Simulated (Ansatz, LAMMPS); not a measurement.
# Structural relaxation of amorphous 64HfO2-36SiO2 (mol %) (84 atoms), part 2 of 4

Aim: bring amorphous 64HfO2-36SiO2 (mol %) (84 atoms) to a nearby minimum of the energy and see what moves.

Ansatz 0.2.0; Kohn-Sham DFT, PBE, PAW (set soft_2), plane waves.

The cell: 18 Hf, 10 Si and 56 O. The quench rate of 50 K/ps is many orders above laboratory rates. The starting topology of bonds comes from the classical model. Only the Γ point is sampled in the main run, in a cell whose shortest periodic width is 11 Å. The levels lack spin–orbit coupling.

So far. Step 3 (Single point at the start): Neighbours are counted within 2.82 Å (O-Hf), 2.12 Å (O-Si).

### Step 4. Cell and atoms relaxed

The cell is relaxed with the atoms, since the starting lattice needn't suit this functional.

Input file input.yaml:

```yaml
crystal:
  lattice:
    - [10.6079, 0.0, 0.0]
    - [0.0, 10.6079, 0.0]
    - [0.0, 0.0, 10.6079]
  atoms:
    [... the 84 atom lines of step 3 ...]
kpoints:
  mp_grid: { grid: [1, 1, 1] }
hamiltonian:
  xc: pbe
scf:
  occupations: { method: fermi_dirac, width: 0.025 }
output:
  forces: true
relax:
  f_tol: 0.04
  max_steps: 250
  cell: {}
```

Command:

```sh
ansatz run input.yaml --threads 4 --pin off --max-ram 8192MiB --backend cpu --events-out ev --progress --plain --runs-dir out
```

Output:

```text
[...]
Crystal: 84 atoms, lattice volume = 1193.681 Å³
Basis set: ecut = 420 eV, 23439 PW (Γ), exchange–correlation on 144×144×144 points (8 copies of the dense FFT grid, shifted against one another)
Bands: 507, of which v1, the nominal top of the filled ones, is band 422 counted from 1 (421 counted from 0)
Symmetry: 1 space group operations
[...]
k-points: 1
[...]
SCF iter   1: F=—  HF=-321234.344584 eV  |F-HF|=—  |Δ(HF+E_count)|=         —  Δρ=4.00e-3  dr2=1.87e-1  ethr=1.77e-3  ⟨swp⟩=6.0  Hψ=1850  notcnv=0  defer=59
[...]
SCF iter  11: F=-321234.334576 eV  HF=-321234.334576 eV  |F-HF|=3.14e-9  |Δ(HF+E_count)|=   4.59e-8  Δρ=1.59e-6  dr2=3.61e-8  ethr=1.18e-11  ⟨swp⟩=4.0  Hψ=1478  notcnv=0
SCF 1 converged in 11 iterations: F = -321234.334576 eV  dr2 = 3.61e-8
[...]
relax step   1: F+E_penalty+E_count = -321234.33457610 eV  Δ(F+E_penalty+E_count) = +0.000e0 eV  max|allowed force component| = 2.941e0 eV/Å  Δτ_max = 0.0000 Å  P = -3.308 GPa  Ω = 1193.681 Å³  (11 SCF iters, dr2 threshold 1.00e-7 eV, accepted)
[... from here on, the SCF cycles and remarks between the steps are left out ...]
relax step   2: F+E_penalty+E_count = -321237.41244137 eV  Δ(F+E_penalty+E_count) = -3.078e0 eV  max|allowed force component| = 1.630e0 eV/Å  Δτ_max = 0.1617 Å  P = +3.930 GPa  Ω = 1127.116 Å³  energy of the carried Pulay correction = +2.434e-1 eV  (9 SCF iters, dr2 threshold 8.40e-6 eV, accepted)
relax step   3: F+E_penalty+E_count = -321238.22427038 eV  Δ(F+E_penalty+E_count) = -8.118e-1 eV  max|allowed force component| = 1.117e0 eV/Å  Δτ_max = 0.0668 Å  P = +1.153 GPa  Ω = 1145.023 Å³  energy of the carried Pulay correction = +1.765e-1 eV  (8 SCF iters, dr2 threshold 8.40e-6 eV, accepted)
relax step   4: F+E_penalty+E_count = -321238.76111908 eV  Δ(F+E_penalty+E_count) = -5.368e-1 eV  max|allowed force component| = 3.382e-1 eV/Å  Δτ_max = 0.2000 Å  P = -0.100 GPa  Ω = 1146.693 Å³  energy of the carried Pulay correction = +1.703e-1 eV  (8 SCF iters, dr2 threshold 8.40e-6 eV, accepted)
relax step   5: F+E_penalty+E_count = -321238.89189515 eV  Δ(F+E_penalty+E_count) = -1.308e-1 eV  max|allowed force component| = 3.923e-1 eV/Å  Δτ_max = 0.2000 Å  P = -0.010 GPa  Ω = 1143.963 Å³  energy of the carried Pulay correction = +1.805e-1 eV  (8 SCF iters, dr2 threshold 7.15e-6 eV, accepted)
relax step   6: F+E_penalty+E_count = -321239.02702012 eV  Δ(F+E_penalty+E_count) = -1.351e-1 eV  max|allowed force component| = 3.064e-1 eV/Å  Δτ_max = 0.2000 Å  P = +0.029 GPa  Ω = 1136.491 Å³  energy of the carried Pulay correction = +2.082e-1 eV  (8 SCF iters, dr2 threshold 8.40e-6 eV, accepted)
relax step   7: F+E_penalty+E_count = -321239.11655414 eV  Δ(F+E_penalty+E_count) = -8.953e-2 eV  max|allowed force component| = 2.234e-1 eV/Å  Δτ_max = 0.2000 Å  P = -0.068 GPa  Ω = 1134.723 Å³  energy of the carried Pulay correction = +2.148e-1 eV  (7 SCF iters, dr2 threshold 5.87e-6 eV, accepted)
relax step   8: F+E_penalty+E_count = -321239.23505412 eV  Δ(F+E_penalty+E_count) = -1.185e-1 eV  max|allowed force component| = 4.213e-1 eV/Å  Δτ_max = 0.1949 Å  P = -0.007 GPa  Ω = 1131.637 Å³  energy of the carried Pulay correction = +2.264e-1 eV  (8 SCF iters, dr2 threshold 3.12e-6 eV, accepted)
relax step   9: F+E_penalty+E_count = -321239.35148893 eV  Δ(F+E_penalty+E_count) = -1.164e-1 eV  max|allowed force component| = 5.030e-1 eV/Å  Δτ_max = 0.1962 Å  P = -0.058 GPa  Ω = 1130.391 Å³  energy of the carried Pulay correction = +2.311e-1 eV  (7 SCF iters, dr2 threshold 8.40e-6 eV, accepted)
relax step  10: F+E_penalty+E_count = -321239.44449197 eV  Δ(F+E_penalty+E_count) = -9.300e-2 eV  max|allowed force component| = 3.396e-1 eV/Å  Δτ_max = 0.2000 Å  P = +0.050 GPa  Ω = 1128.160 Å³  energy of the carried Pulay correction = +2.394e-1 eV  (8 SCF iters, dr2 threshold 8.40e-6 eV, accepted)
relax step  11: F+E_penalty+E_count = -321239.49860109 eV  Δ(F+E_penalty+E_count) = -5.411e-2 eV  max|allowed force component| = 2.258e-1 eV/Å  Δτ_max = 0.2000 Å  P = +0.173 GPa  Ω = 1120.722 Å³  energy of the carried Pulay correction = +2.675e-1 eV  (8 SCF iters, dr2 threshold 7.21e-6 eV, accepted)
relax step  12: F+E_penalty+E_count = -321239.55291106 eV  Δ(F+E_penalty+E_count) = -5.431e-2 eV  max|allowed force component| = 2.626e-1 eV/Å  Δτ_max = 0.2000 Å  P = +0.039 GPa  Ω = 1122.403 Å³  energy of the carried Pulay correction = +2.611e-1 eV  (8 SCF iters, dr2 threshold 3.19e-6 eV, accepted)
relax step  13: F+E_penalty+E_count = -321239.64227553 eV  Δ(F+E_penalty+E_count) = -8.936e-2 eV  max|allowed force component| = 1.730e-1 eV/Å  Δτ_max = 0.2000 Å  P = -0.002 GPa  Ω = 1122.105 Å³  energy of the carried Pulay correction = +2.622e-1 eV  (8 SCF iters, dr2 threshold 4.31e-6 eV, accepted)
relax step  14: F+E_penalty+E_count = -321239.66894876 eV  Δ(F+E_penalty+E_count) = -2.667e-2 eV  max|allowed force component| = 4.627e-1 eV/Å  Δτ_max = 0.1995 Å  P = -0.030 GPa  Ω = 1122.121 Å³  energy of the carried Pulay correction = +2.622e-1 eV  (9 SCF iters, dr2 threshold 1.87e-6 eV, accepted)
relax step  15: F+E_penalty+E_count = -321239.76536860 eV  Δ(F+E_penalty+E_count) = -9.642e-2 eV  max|allowed force component| = 2.844e-1 eV/Å  Δτ_max = 0.2000 Å  P = +0.106 GPa  Ω = 1126.074 Å³  energy of the carried Pulay correction = +2.473e-1 eV  (8 SCF iters, dr2 threshold 8.40e-6 eV, accepted)
relax step  16: F+E_penalty+E_count = -321239.78757680 eV  Δ(F+E_penalty+E_count) = -2.221e-2 eV  max|allowed force component| = 1.709e-1 eV/Å  Δτ_max = 0.0522 Å  P = +0.000 GPa  Ω = 1126.613 Å³  energy of the carried Pulay correction = +2.453e-1 eV  (7 SCF iters, dr2 threshold 5.05e-6 eV, accepted)
relax step  17: F+E_penalty+E_count = -321239.79941618 eV  Δ(F+E_penalty+E_count) = -1.184e-2 eV  max|allowed force component| = 3.872e-2 eV/Å  Δτ_max = 0.0395 Å  P = +0.029 GPa  Ω = 1127.015 Å³  energy of the carried Pulay correction = +2.437e-1 eV  (7 SCF iters, dr2 threshold 1.83e-6 eV, accepted)
relax step  18: F+E_penalty+E_count = -321239.62806699 eV  Δ(F+E_penalty+E_count) = +1.713e-1 eV  max|allowed force component| = 3.845e-2 eV/Å  Δτ_max = 0.0000 Å  P = -0.256 GPa  Ω = 1127.015 Å³  stress off target by 3.57e-1 GPa  SCF on the basis re-selected at this cell (its energy is not comparable with the rows above)  (9 SCF iters)
relax step  19: F+E_penalty+E_count = -321239.64098417 eV  Δ(F+E_penalty+E_count) = -1.292e-2 eV  max|allowed force component| = 3.738e-2 eV/Å  Δτ_max = 0.0306 Å  P = -0.097 GPa  Ω = 1124.638 Å³  energy of the carried Pulay correction = +9.082e-3 eV  (8 SCF iters, dr2 threshold 3.19e-7 eV, accepted)
relax step  20: F+E_penalty+E_count = -321239.64372961 eV  Δ(F+E_penalty+E_count) = -2.745e-3 eV  max|allowed force component| = 1.991e-2 eV/Å  Δτ_max = 0.0130 Å  P = -0.005 GPa  Ω = 1124.116 Å³  energy of the carried Pulay correction = +1.106e-2 eV  (8 SCF iters, dr2 threshold 3.89e-8 eV, accepted)
relax step  21: F+E_penalty+E_count = -321239.62968280 eV  Δ(F+E_penalty+E_count) = +1.405e-2 eV  max|allowed force component| = 1.991e-2 eV/Å  Δτ_max = 0.0000 Å  P = -0.016 GPa  Ω = 1124.116 Å³  stress off target by 3.17e-2 GPa  SCF on the basis re-selected at this cell (its energy is not comparable with the rows above)  (6 SCF iters)
[...]
SCF converged after 6 iterations
Free energy (F): -321239.629683 eV
[...]
Internal energy: -321239.629683 eV  (E = F + TS)
E sigma→0 (E₀):  -321239.629683 eV
Fermi energy:    10.309587 eV
[...]
--- Forces (eV/Å), atoms counted from 1 ---
  atom   1  Hf     0.01148153     0.00421197     0.00149232
  atom   2  Hf    -0.01877894    -0.00959380    -0.01406340
  atom   3  Hf    -0.00389232     0.00374371    -0.00754167
  atom   4  Hf     0.00171567    -0.01610165    -0.00622277
  atom   5  Hf     0.00792663     0.00233988     0.00680080
  atom   6  Hf    -0.00277794     0.00208565     0.00291289
  atom   7  Hf     0.01114836    -0.00375410     0.01012624
  atom   8  Hf     0.00858457    -0.01097979     0.00113460
  atom   9  Hf    -0.00506071    -0.00678862     0.00063434
  atom  10  Hf     0.00345233     0.00452311     0.01479757
  atom  11  Hf    -0.00449146    -0.00537031    -0.00268989
  atom  12  Hf     0.00735988     0.01062401     0.00484040
  atom  13  Hf     0.00159523     0.00831399    -0.00486188
  atom  14  Hf     0.00439126    -0.00706497     0.00098613
[...]
atom  83  O     -0.00106983    -0.00583023     0.00103967
  atom  84  O     -0.00521776     0.00018111    -0.00191421
  max |Σ_I F_I| component: 2.28e-5 eV/Å
--- Stress (GPa, compression-positive) ---
       -0.021899       0.014091      -0.004538
        0.014092      -0.006106       0.000763
       -0.004538       0.000763      -0.019682
  P = ⅓ Tr σ = -0.0159 GPa (-0.159 kbar)
--- Relaxed structure (19 steps of the walk, 19 accepted, 2 SCFs on fresh bases) ---
  F+E_penalty+E_count = -321239.62968280 eV   max|allowed force component| = 1.991e-2 eV/Å   (the final SCF, on the basis selected at the relaxed cell)
  cell:  # Å, volume = 1124.1160 Å³
    - [10.393303, 0.205115, -0.113131]
    - [0.205115, 10.448568, -0.122282]
    - [-0.113131, -0.122282, 10.358064]
  atoms:
    - { symbol: Hf, position: [0.135717, 0.348619, 0.091278] }
    - { symbol: Hf, position: [0.846414, 0.192335, 0.621014] }
    - { symbol: Hf, position: [0.330089, 0.120324, 0.569088] }
    - { symbol: Hf, position: [0.076874, 0.628529, 0.311484] }
[...]
- { symbol: O, position: [0.463138, 0.412530, 0.476908] }
```

Wall time 6.2 min (4 threads of Arm Neoverse V2, shared host); peak memory 1.8 GiB; 24 min of CPU time.

Step by step:

```csv
step,energy less that of the first step (eV),largest force component (eV/Å),pressure (GPa),volume (Å³)
1,0.0000,2.9411,-3.31,1193.68
2,-3.0779,1.6296,3.93,1127.12
3,-3.8897,1.1168,1.15,1145.02
4,-4.4265,0.3382,-0.10,1146.69
5,-4.5573,0.3923,-0.01,1143.96
6,-4.6924,0.3064,0.03,1136.49
7,-4.7820,0.2234,-0.07,1134.72
8,-4.9005,0.4213,-0.01,1131.64
9,-5.0169,0.5030,-0.06,1130.39
10,-5.1099,0.3396,0.05,1128.16
11,-5.1640,0.2258,0.17,1120.72
12,-5.2183,0.2626,0.04,1122.40
13,-5.3077,0.1730,0.00,1122.10
14,-5.3344,0.4627,-0.03,1122.12
15,-5.4308,0.2844,0.11,1126.07
16,-5.4530,0.1709,0.00,1126.61
17,-5.4648,0.0387,0.03,1127.02
18*,-5.2935,0.0384,-0.26,1127.02
19,-5.3064,0.0374,-0.10,1124.64
20,-5.3092,0.0199,0.00,1124.12
21*,-5.2951,0.0199,-0.02,1124.12
```

Relaxation steps marked * repeat the geometry before them on a plane-wave basis chosen anew for their cell, so energy and pressure can jump there.

```csv
cell as run,before,after,change
a (Å),10.608,10.396,-2.0 %
b (Å),10.608,10.451,-1.5 %
c (Å),10.608,10.359,-2.3 %
α (°),90.00,91.36,+1.5 %
β (°),90.00,91.26,+1.4 %
γ (°),90.00,87.74,-2.5 %
volume (Å³/atom),14.21,13.38,-5.8 %
```

The atoms that moved most (Å, as changes of fractional coordinates times the final cell):

```csv
atom,dx,dy,dz,length
O84,-0.177,0.994,-0.185,1.026
Hf6,-0.597,-0.503,-0.563,0.962
O47,-0.688,-0.321,-0.245,0.798
O38,-0.479,-0.013,-0.548,0.728
O67,-0.225,-0.329,-0.523,0.658
Hf3,-0.476,-0.354,-0.190,0.623
O75,-0.473,0.023,0.339,0.583
O30,0.320,0.449,0.150,0.572
```

The relaxation changed the energy by -63.0 meV/atom, and atoms moved by 0.35 Å r.m.s., 1.0 Å at most.

### Step 5. Distances and neighbours after relaxation

Bonds before and after, by the cutoffs listed below:

| pair | bonds before | bonds after | mean before (Å) | mean after (Å) | spread before (Å) | spread after (Å) |
| --- | --- | --- | --- | --- | --- | --- |
| O-Hf | 105 | 110 | 2.142 | 2.140 | 0.076 | 0.138 |
| O-Si | 40 | 40 | 1.625 | 1.643 | 0.058 | 0.028 |

Density 6.48 g/cm³, 13.38 Å³ an atom.

Pair distribution functions g(r), in bins of 0.2 Å:

| r (Å) | total | O-O | O-Hf | O-Si | Hf-Hf | Hf-Si | Si-Si |
| --- | --- | --- | --- | --- | --- | --- | --- |
| 1.50 | 0.10 | 0.00 | 0.00 | 0.65 | 0.00 | 0.00 | 0.00 |
| 1.70 | 1.78 | 0.00 | 0.00 | 11.22 | 0.00 | 0.00 | 0.00 |
| 1.90 | 0.69 | 0.00 | 2.43 | 0.00 | 0.00 | 0.00 | 0.00 |
| 2.10 | 1.49 | 0.00 | 5.22 | 0.00 | 0.00 | 0.00 | 0.00 |
| 2.30 | 0.84 | 0.00 | 2.93 | 0.00 | 0.00 | 0.00 | 0.00 |
| 2.50 | 0.50 | 1.03 | 0.15 | 0.00 | 0.00 | 0.00 | 0.00 |
| 2.70 | 1.43 | 3.18 | 0.06 | 0.00 | 0.00 | 0.00 | 0.00 |
| 2.90 | 0.93 | 1.87 | 0.10 | 0.00 | 0.00 | 1.44 | 0.00 |
| 3.10 | 0.85 | 1.52 | 0.18 | 0.50 | 0.59 | 0.25 | 0.00 |
| 3.30 | 0.97 | 1.21 | 0.20 | 0.80 | 1.27 | 3.68 | 0.00 |
| 3.50 | 1.21 | 0.77 | 0.68 | 1.70 | 2.95 | 5.14 | 0.00 |
| 3.70 | 0.86 | 0.40 | 1.00 | 1.22 | 1.81 | 2.03 | 1.27 |
| 3.90 | 0.96 | 0.71 | 1.11 | 1.16 | 2.35 | 0.16 | 1.75 |
| 4.10 | 0.99 | 0.85 | 1.08 | 1.67 | 0.68 | 0.00 | 0.52 |
| 4.30 | 1.03 | 0.79 | 1.50 | 1.29 | 0.30 | 0.40 | 0.94 |
| 4.50 | 1.16 | 0.86 | 1.73 | 1.23 | 0.55 | 0.85 | 1.32 |
| 4.70 | 1.03 | 0.84 | 1.50 | 0.94 | 0.38 | 1.01 | 1.19 |
| 4.90 | 0.87 | 0.95 | 0.96 | 0.60 | 0.80 | 0.72 | 0.75 |
| 5.10 | 1.00 | 1.21 | 0.94 | 0.58 | 1.17 | 0.48 | 1.74 |

Bonds by pair of elements; cutoffs follow the first minimum of g(r), held within bounds set by covalent radii, and pairs that aren't listed don't count as bonded:

```
pair A-B  cutoff (Å)  bonds  mean length (Å)  spread (Å)  shortest (Å)  B about A  A about B
    O-Hf        2.82    110             2.14       0.138          1.90       1.96       6.11
    O-Si        2.08     40             1.64       0.028          1.59      0.714          4
```

How many atoms have how many bonded neighbours:

| element | mean | 2 | 3 | 4 | 5 | 6 | 7 |
| --- | --- | --- | --- | --- | --- | --- | --- |
| Hf | 6.11 | 0 | 0 | 0 | 3 | 10 | 5 |
| O | 2.68 | 20 | 34 | 2 | 0 | 0 | 0 |
| Si | 4 | 0 | 0 | 10 | 0 | 0 | 0 |

Bond angles, per cent of each kind in bins of 5°:

| angle (°) | O-Hf-O | Hf-O-Hf | Hf-O-Si | O-Si-O |
| --- | --- | --- | --- | --- |
| 55–60 | 0.4 | 0.0 | 0.0 | 0.0 |
| 60–65 | 0.4 | 0.0 | 0.0 | 0.0 |
| 65–70 | 4.2 | 0.0 | 0.0 | 0.0 |
| 70–75 | 11.9 | 0.0 | 0.0 | 0.0 |
| 75–80 | 6.3 | 0.0 | 0.0 | 0.0 |
| 80–85 | 9.1 | 0.0 | 0.0 | 0.0 |
| 85–90 | 11.9 | 4.3 | 1.6 | 0.0 |
| 90–95 | 9.5 | 7.1 | 6.2 | 1.7 |
| 95–100 | 6.3 | 10.0 | 6.2 | 5.0 |
| 100–105 | 3.5 | 14.3 | 3.1 | 11.7 |
| 105–110 | 5.3 | 18.6 | 1.6 | 35.0 |
| 110–115 | 2.8 | 7.1 | 3.1 | 31.7 |
| 115–120 | 4.6 | 4.3 | 7.8 | 11.7 |
| 120–125 | 1.4 | 4.3 | 12.5 | 3.3 |
| 125–130 | 0.4 | 7.1 | 9.4 | 0.0 |
| 130–135 | 3.5 | 11.4 | 10.9 | 0.0 |
| 135–140 | 2.1 | 5.7 | 9.4 | 0.0 |
| 140–145 | 2.1 | 1.4 | 6.2 | 0.0 |
| 145–150 | 2.5 | 2.9 | 9.4 | 0.0 |
| 150–155 | 5.3 | 0.0 | 6.2 | 0.0 |
| 155–160 | 1.8 | 1.4 | 0.0 | 0.0 |
| 160–165 | 1.1 | 0.0 | 3.1 | 0.0 |
| 165–170 | 2.5 | 0.0 | 1.6 | 0.0 |
| 170–175 | 1.1 | 0.0 | 1.6 | 0.0 |
| 175–180 | 0.4 | 0.0 | 0.0 | 0.0 |

Bond angles (no mean is given where the spread exceeds 20°):

| angle | count | mean (°) | spread (°) |
| --- | --- | --- | --- |
| O-Hf-O | 285 | - | - |
| Hf-O-Hf | 70 | 114 | 16.6 |
| Hf-O-Si | 64 | 128 | 19.8 |
| O-Si-O | 60 | 109 | 6.1 |

Oxygen atoms by the number of network formers (Si, P, Ge, B, Al, As, Ga) bound to them:

| network formers bound to O | O atoms | per cent |
| --- | --- | --- |
| 0 | 16 | 28.6 |
| 1 | 40 | 71.4 |

Network units: each former by its oxygen neighbours and how many of them bridge to another former:

```csv
former,O neighbours,bridging O,atoms
Si,4,0,10
```

Bond length by coordination (bonds to H left out):

```
element  coordination  atoms  mean bond length (Å)
     Hf             5      3                  2.07
     Hf             6     10                  2.13
     Hf             7      5                  2.19
      O             2     20                  1.83
      O             3     34                  2.06
      O             4      2                  2.21
```

First main peaks of g(r), for some of the pairs, lie near 2.7 Å (O-O), 2.1 Å (O-Hf), 1.6 Å (O-Si), 3.4 Å (Hf-Hf) and 3.8 Å (Si-Si). With the cutoffs above, 56 % of Hf atoms have 6, 61 % of O atoms have 3 and all Si atoms have 4 bonded neighbours. 0 % of the oxygens bridge two formers and 71 % are non-bridging; 29 % join none. The commonest Si unit has 4 oxygens, 0 of them shared with other formers (10 of 10 atoms).

(Continued in part 3 of 4.)

[Long decimals in the printed logs are rounded to 6 places.]

[Logs are printed without paths, hosts, clocks, repeated set-up lines and the standing remarks that a program may print on its own settings, such as how far it seeks lower states.]

[Hosts, paths, dates, database ids (printed as entryN), source tags and the programs' standing remarks are cut or masked in the printed files.]

[A walk said to have stopped at its limit may instead have ended on an SCF cycle that didn't converge.]
